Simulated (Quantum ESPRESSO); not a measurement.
## Magnetic state of SiNi from several starts

Aim: find out which collinear order of SiNi costs least.

Main program and level: Quantum ESPRESSO 7.5; PBEsol; plane waves with GBRV 1.5 PBEsol potentials, no spin-orbit coupling.

Report form: the programs' logs are mostly left out.

**1. Set-up**

The structure is orthorhombic, space group Pnma (No. 62). The conventional cell has a = 5.173 Å, b = 3.338 Å, c = 5.605 Å, α = 90.00°, β = 90.00°, γ = 90.00°. Nearest to Si lie 6 Ni at 2.28 to 2.40 Å. Nearest to Ni lie 6 Si at 2.28 to 2.40 Å. Farther neighbours are not listed.

The cell comes from the Crystallography Open Database.

**2. Run 1 (ferro ++++)**

The signs are those of the starting moments on the seeded atoms, the atoms that are given a moment.

File pw.in:

```
&CONTROL
  calculation = 'scf'
  prefix = 'pwscf'
  outdir = './tmp'
  pseudo_dir = './pseudo'
  disk_io = 'nowf'
/
&SYSTEM
  ibrav = 0
  celldm(1) = 8
  nat = 8
  ntyp = 2
  ecutwfc = 40
  ecutrho = 280
  nbnd = 59
  occupations = 'smearing'
  smearing = 'fd'
  degauss = 0.00367493
  nspin = 2
  starting_magnetization(1) = 0
  starting_magnetization(2) = 0.0556
/
&ELECTRONS
  conv_thr = 1.6d-08
  electron_maxstep = 150
  mixing_beta = 0.3
/
ATOMIC_SPECIES
Si     28.0850 si_pbesol_v1.uspp.F.UPF
Ni     58.6934 ni_pbesol_v1.4.uspp.F.UPF
CELL_PARAMETERS alat
   1.2219677769127    0.0000000000000    0.0000000000000
   0.0000000000000    0.7885118470767    0.0000000000000
   0.0000000000000    0.0000000000000    1.3239657444894
ATOMIC_POSITIONS crystal
Si      0.3212800000    0.7500000000    0.0825000000
Si      0.1787200000    0.2500000000    0.5825000000
Si      0.8212800000    0.7500000000    0.4175000000
Si      0.6787200000    0.2500000000    0.9175000000
Ni      0.0077900000    0.2500000000    0.1875200000
Ni      0.4922100000    0.7500000000    0.6875200000
Ni      0.5077900000    0.2500000000    0.3124800000
Ni      0.9922100000    0.7500000000    0.8124800000
K_POINTS automatic
10 14 8 0 0 0
```

Launch:

```console
> OMP_NUM_THREADS=1 mpirun -n 4 pw.x -nk 4 -in pw.in > pw.out
```

Elapsed: 23 min, on 4 MPI ranks of Intel Xeon at 2.50GHz (Skylake/Cascade Lake), shared host; peak memory 1.7 GiB; 1.5 h of CPU time.

The spin moment in the atom's sphere vanishes on all atoms.

Numbers from this step:

```yaml
smearing_term_ts: 0.01630 eV
magnetization: 0 μB
absolute_magnetization: 0 μB
final_state: non-magnetic
```

**3. Start 2: antiferro ++−−**

Changes to pw.in since step 2:

```diff
@@ -11,6 +11,6 @@
   nat = 8
-  ntyp = 2
+  ntyp = 3
   ecutwfc = 40
   ecutrho = 280
-  nbnd = 59
+  nbnd = 57
   occupations = 'smearing'
@@ -21,2 +21,3 @@
   starting_magnetization(2) = 0.0556
+  starting_magnetization(3) = -0.0556
 /
@@ -29,3 +30,4 @@
 Si     28.0850 si_pbesol_v1.uspp.F.UPF
-Ni     58.6934 ni_pbesol_v1.4.uspp.F.UPF
+Ni1    58.6934 ni_pbesol_v1.4.uspp.F.UPF
+Ni2    58.6934 ni_pbesol_v1.4.uspp.F.UPF
 CELL_PARAMETERS alat
@@ -39,6 +41,6 @@
 Si      0.6787200000    0.2500000000    0.9175000000
-Ni      0.0077900000    0.2500000000    0.1875200000
-Ni      0.4922100000    0.7500000000    0.6875200000
-Ni      0.5077900000    0.2500000000    0.3124800000
-Ni      0.9922100000    0.7500000000    0.8124800000
+Ni1     0.0077900000    0.2500000000    0.1875200000
+Ni1     0.4922100000    0.7500000000    0.6875200000
+Ni2     0.5077900000    0.2500000000    0.3124800000
+Ni2     0.9922100000    0.7500000000    0.8124800000
 K_POINTS automatic
```

The job ended after 22 min (4 MPI ranks; peak memory 1.7 GiB; 89 min of CPU time).

The spin moment in the atom's sphere vanishes on all atoms.

Read from the output:

| Property | Result |
| --- | --- |
| smearing term TS | 0.01630 eV |
| magnetization | 0 μB |
| absolute magnetization | 0 μB |
| final state | non-magnetic |

**4. Run 3 (antiferro +−−+)**

Changes to pw.in since step 3:

```diff
@@ -42,5 +42,5 @@
 Ni1     0.0077900000    0.2500000000    0.1875200000
-Ni1     0.4922100000    0.7500000000    0.6875200000
+Ni2     0.4922100000    0.7500000000    0.6875200000
 Ni2     0.5077900000    0.2500000000    0.3124800000
-Ni2     0.9922100000    0.7500000000    0.8124800000
+Ni1     0.9922100000    0.7500000000    0.8124800000
 K_POINTS automatic
```

It took 31 min on 4 MPI ranks; peak memory 2.1 GiB; 2.1 h of CPU time.

The spin moment in the atom's sphere vanishes on all atoms.

Numbers from this step:

- smearing term TS: 0.01630 eV
- magnetization: 0 μB
- absolute magnetization: 0 μB
- final state: non-magnetic

**5. Energies of the orders**

An order is kept where moments of 0.15 μB or more survive with the typed signs; meshes match where a doubled cell samples the same k points as the first cell.

Orders:

| start | final state | typed order kept | energy over the lowest (meV a seeded atom) | largest site moment (μB) | net moment (μB a cell of the first run) | mesh matched | CPU time (s) |
| --- | --- | --- | --- | --- | --- | --- | --- |
| ferro ++++ | non-magnetic | no | 0 | 0 | 0 | yes | 5500 |
| antiferro ++-- | non-magnetic | no | 0 | 0 | 0 | yes | 5316 |
| antiferro +--+ | non-magnetic | no | 0 | 0 | 0 | yes | 7464 |

**6. Results**

```yaml
lowest_state_found: non-magnetic (from ferro ++++, antiferro ++-- and antiferro +--+)
largest_site_moment: 0 μB
```

The lowest state carries no moment, and no start kept one. Only these 3 starts were compared; other wavevectors, canted and longer-period orders were not.

[Logs and program files are shortened in this print: banners, set-up blocks, solver, clock and traceback lines can be left out without a mark of their own.]

[Logs are printed without paths, hosts, clocks, repeated set-up lines and the standing remarks that a program may print on its own settings, such as how far it seeks lower states.]

[Hosts, paths, dates, database ids (printed as entryN), source tags and the programs' standing remarks are cut or masked in the printed files.]

[Where a cell is said to come from a database of computed structures, the database is the Materials Project.]
